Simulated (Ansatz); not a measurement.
# GeF2 (model cell, started as rutile): a soft mode frozen in, part 3 of 3

Aim: this structure of GeF2 (model cell, started as rutile) is to be tested for unstable modes, and one is followed downhill.

Ansatz 0.2.0; DFT PBE, scalar-relativistic, plane waves, PAW.

So far. Step 4 (The mode frozen in, largest atomic shift 0.22 Å): The run ends at a pressure of 1.44 GPa, with forces up to 0.46 eV/Å. Step 5 (Energy along the mode, all amplitudes (two of the runs …): The lowest of the steps tried is at 0.22 Å, 26.5 meV/atom below the parent; the bottom of the well need not coincide with a step.

The structure was built from a prototype and need not be the compound's stable phase.

## Step 6: Relaxation from the frozen mode (continued)

Step by step (22 of 71):

```
step  energy less that of the first step (eV)  largest force component (eV/Å)  pressure (GPa)  volume (Å³)
   1                                   0.0000                          0.4641            1.44       194.81
   4                                  -0.5968                          0.6686           -0.14       210.80
   8                                  -0.7533                          0.0324            0.03       213.69
  11                                  -0.7512                          0.0088           -0.05       215.34
  14                                  -0.7513                          0.0045            0.01       215.36
  18                                  -0.9316                          0.0483            0.59       222.66
  21                                  -0.9016                          0.0142           -0.03       233.75
  24                                  -0.8997                          0.0009            0.00       234.12
  28                                  -0.9952                          0.0396            0.10       238.53
  31                                  -0.9935                          0.0017            0.00       239.41
  34                                  -1.0174                          0.0162            0.07       240.22
  38                                  -1.0147                          0.0038           -0.01       241.35
  41                                  -1.0241                          0.0339            0.10       242.09
  44                                  -1.0231                          0.0027            0.00       242.56
  48                                  -1.0267                          0.0332           -0.06       243.82
  51                                  -1.0276                          0.0010            0.00       243.56
  54                                  -1.0300                          0.0022           -0.01       244.67
  58                                  -1.0326                          0.0010            0.00       245.14
  61                                  -1.0335                          0.0067            0.00       245.73
  64                                  -1.0343                          0.0020           -0.01       246.19
  68                                  -1.0349                          0.0013            0.00       247.01
 71*                                  -1.0365                          0.0018            0.01       247.35
```

Relaxation steps marked * repeat the geometry before them on a plane-wave basis chosen anew for their cell, so energy and pressure can jump there. Other such steps can lie between the rows shown. Relaxation steps 7, 27, 38, 42, 47, 61 were tried and not accepted.

Forces are held to the 4 operations that the run works with; a distortion that breaks them can't arise in this run.

```
     cell as run  before  after   change
           a (Å)   5.239  6.330  +20.8 %
           b (Å)   6.328  6.393   +1.0 %
           c (Å)   6.328  6.393   +1.0 %
           α (°)   68.23  75.06  +10.0 %
           β (°)   90.00  96.51   +7.2 %
           γ (°)   90.00  96.51   +7.2 %
volume (Å³/atom)   16.23  20.61  +27.0 %
```

The atoms that moved most (Å, as changes of fractional coordinates times the final cell):

```csv
atom,dx,dy,dz,length
F6,-0.302,0.166,0.458,0.573
F8,0.302,-0.166,-0.458,0.573
F5,-0.302,0.166,-0.458,0.573
F7,0.302,-0.166,0.458,0.573
Ge3,0.442,-0.232,0.000,0.499
Ge4,-0.442,0.232,0.000,0.499
Ge2,0.000,0.000,0.288,0.288
Ge1,0.000,0.000,-0.288,0.288
```

Final coordinates:

```
Ge F
1.0
    -6.31670    0.40362    0.00000
     0.40362   -5.05344   -3.89423
     0.40362   -5.05344    3.89423
Ge F
4 8
Direct
  0.00000 0.54466 0.45534
  0.00000 0.95534 0.04466
  0.42270 0.02300 0.52300
  0.57730 0.47700 0.97700
  0.74292 0.40778 0.25997
  0.74292 0.75997 0.90778
  0.25708 0.09222 0.24003
  0.25708 0.74003 0.59222
  0.23840 0.14845 0.64845
  0.13566 0.67175 0.17175
  0.86434 0.82825 0.32825
  0.76160 0.35155 0.85155
```

Numbers from this step:

* pressure: 0.008831 GPa
* gap on the k-mesh: 3.539 eV
* volume per atom: 20.61 Å³

Electrostatic potential energy in the ac plane of the conventional cell at fractional y = 0.000, with atoms of Ge and F within 0.2 Å of it. With pseudopotentials it is smooth inside the atoms' cores, unlike the true potential.

Ten even steps from '_' (-41 eV) to '@' (8 eV), each cell a mean:
```
@@@@@@@@@@@@@@@@@@@@@@@@@@%%%%**==**@@@@@@@@@@@@@@@@@@@@
@@@@@@@@@@@@@@@@@@@@@@@@@@@@##..__..%%@@@@@@@@@@@@@@@@@@
@@%%==--**@@@@@@@@@@@@@@@@@@**____::%%@@@@@@@@@@@@@@@@@@
@@++____::%%%%%%%%@@@@@@@@@@%%==--**@@@@@@@@@@@@@@@@@@@@
@@++____--##++++##%%@@@@@@@@@@@@@@@@@@@@@@@@@@@@@@@@@@@@
@@%%++++**--..::==##@@@@@@@@@@@@@@@@@@@@@@@@@@@@@@@@@@@@
@@@@@@%%==..____--##%%@@@@@@@@@@@@@@@@@@@@%%%%%%@@@@@@@@
@@@@@@##==..__..--##@@@@@@@@@@@@@@@@@@%%##++==**%%@@@@@@
@@@@@@%%++--::--**%%@@@@@@@@@@@@@@@@%%**--....--**%%@@@@
@@@@@@@@%%##**##%%@@@@@@@@@@@@@@@@@@%%++..____::**%%@@@@
@@@@@@@@@@@@@@@@@@@@@@@@@@@@@@@@@@@@%%++::__..--##%%@@@@
@@@@@@@@@@@@@@@@@@@@@@@@@@@@@@@@@@@@%%##==--==**--..==@@
@@@@@@@@@@@@@@@@@@@@@@%%##@@@@@@@@@@@@%%######++____..%%
@@@@@@@@@@@@@@@@@@@@##..__==@@@@@@@@@@@@@@@@@@**..__--@@
@@@@@@@@@@@@@@@@@@@@==____::@@@@@@@@@@@@@@@@@@@@##**%%@@
@@@@@@@@@@@@@@@@@@@@++....**%%@@@@@@@@@@@@@@@@@@@@@@@@@@
@@@@@@@@@@@@@@@@@@@@@@####%%%%@@@@@@@@@@@@@@@@@@@@@@@@@@
```
Columns run along a (10.1 Å; values clipped at the 3rd and 97th percentile), rows up along c (6.3 Å), edges of the conventional cell, whose origin can differ from the input's. Atoms in or near the plane, at fractional coordinates: Ge at (0.77, 0.42), Ge at (0.23, 0.58), F at (0.90, 0.24), F at (0.42, 0.14), F at (0.58, 0.86), F at (0.10, 0.76).

ELF in the ac plane of the conventional cell at fractional y = 0.000, with atoms of Ge and F within 0.2 Å of it. It is the smooth field of the valence electrons, not physical close to the nuclei.

Ten even steps from '0' (0.00) to '9' (0.92), each cell a mean:
```
0013310000221137887300000000
1367641000000267688510000000
3788851000000387688400000000
6876851000000278886200000001
6877742110000157752003552002
5787421121000013210169997201
2443210022100000002699999400
0113310144200000016876677510
0025643567400000025642245310
0037887886200000013420023221
2016999962001100001210124665
3003788510135410000122247887
4000132002578740000011377688
2000000015888861000000378786
0000000037876851000000378873
0000000026887730000000145531
0000000014676312443100011100
```
Columns run along a (10.1 Å), rows up along c (6.3 Å), edges of the conventional cell, whose origin can differ from the input's. Atoms in or near the plane, at fractional coordinates: Ge at (0.77, 0.42), Ge at (0.23, 0.58), F at (0.90, 0.24), F at (0.42, 0.14), F at (0.58, 0.86), F at (0.10, 0.76).

Valence density in the ac plane of the conventional cell at fractional y = 0.000, with atoms of Ge and F within 0.2 Å of it. It is the smooth field of the valence electrons, not physical close to the nuclei.

Ten steps, logarithmic in the rise over the least value, from '0' (0 e/Å³) to '9' (35 e/Å³), each cell a mean:
```
0000000000000013431000000000
0012100000000026762000000000
0245310000000136752000000000
1477520000000024531000000000
1466421110000001100000000000
0243235421000000000000000000
0011269831000000000001110000
0001279731000000000012221000
0000245310000000000137731000
0000111100000000000259941100
0000000000000000000158732220
0000000000000000000123224542
0000000000122200000001136762
0000000001356410000000136651
0000000001477510000000013320
0000000001465310000000000000
0000000000122101110000000000
```
Columns run along a (10.1 Å), rows up along c (6.3 Å), edges of the conventional cell, whose origin can differ from the input's. Atoms in or near the plane, at fractional coordinates: Ge at (0.77, 0.42), Ge at (0.23, 0.58), F at (0.90, 0.24), F at (0.42, 0.14), F at (0.58, 0.86), F at (0.10, 0.76).

The distorted start has space group C2/m; the relaxation ends in C2/m.

## Step 7: What came out

| Property | Result |
| --- | --- |
| unstable mode of the parent | q = (0, -0.5, -0.5), 216i cm⁻¹ |
| depth at the lowest point sampled | 26.5 meV/atom |
| largest atomic shift at that point | 0.22 Å |
| space group reached (within 0.01 Å) | C2/m |
| energy gained over the parent (first relaxation, on the mesh of the frozen mode) | 113 meV/atom |
| volume per atom, phase reached | 20.6 Å³ |
| gap on the k-mesh, phase reached | 3.54 eV |

**Reading.** Along this mode the structure falls into C2/m, 113 meV/atom below the parent. At the parent's cell the well is 26.53 meV/atom deep on the steps tried, with its lowest point at a shift of 0.22 Å. Relaxing atoms and cell changes the gain by +86.38 meV/atom against the lowest step (energies at zero smearing). Most of the total comes from this relaxation. The modes of the phase reached were not computed on this path. Of the 4 patterns followed to their end from this parent, this one ends 37.4 meV/atom above the lowest, P-42_1m. Each path keeps the symmetry of its pattern, so a lower phase may lie along a pattern not tried. The program warns that the interpolation holds no quadrupole term, so branches close to Γ can be off in this crystal. The volume moved by more than a tenth on the k mesh of the start, so the energy gain is rough. The starting cell was built on a prototype and not taken from a measurement, so the phase need not exist.

[Logs are printed without paths, hosts, clocks, repeated set-up lines and the standing remarks that a program may print on its own settings, such as how far it seeks lower states.]

[Hosts, paths, dates, database ids (printed as entryN), source tags and the programs' standing remarks are cut or masked in the printed files.]
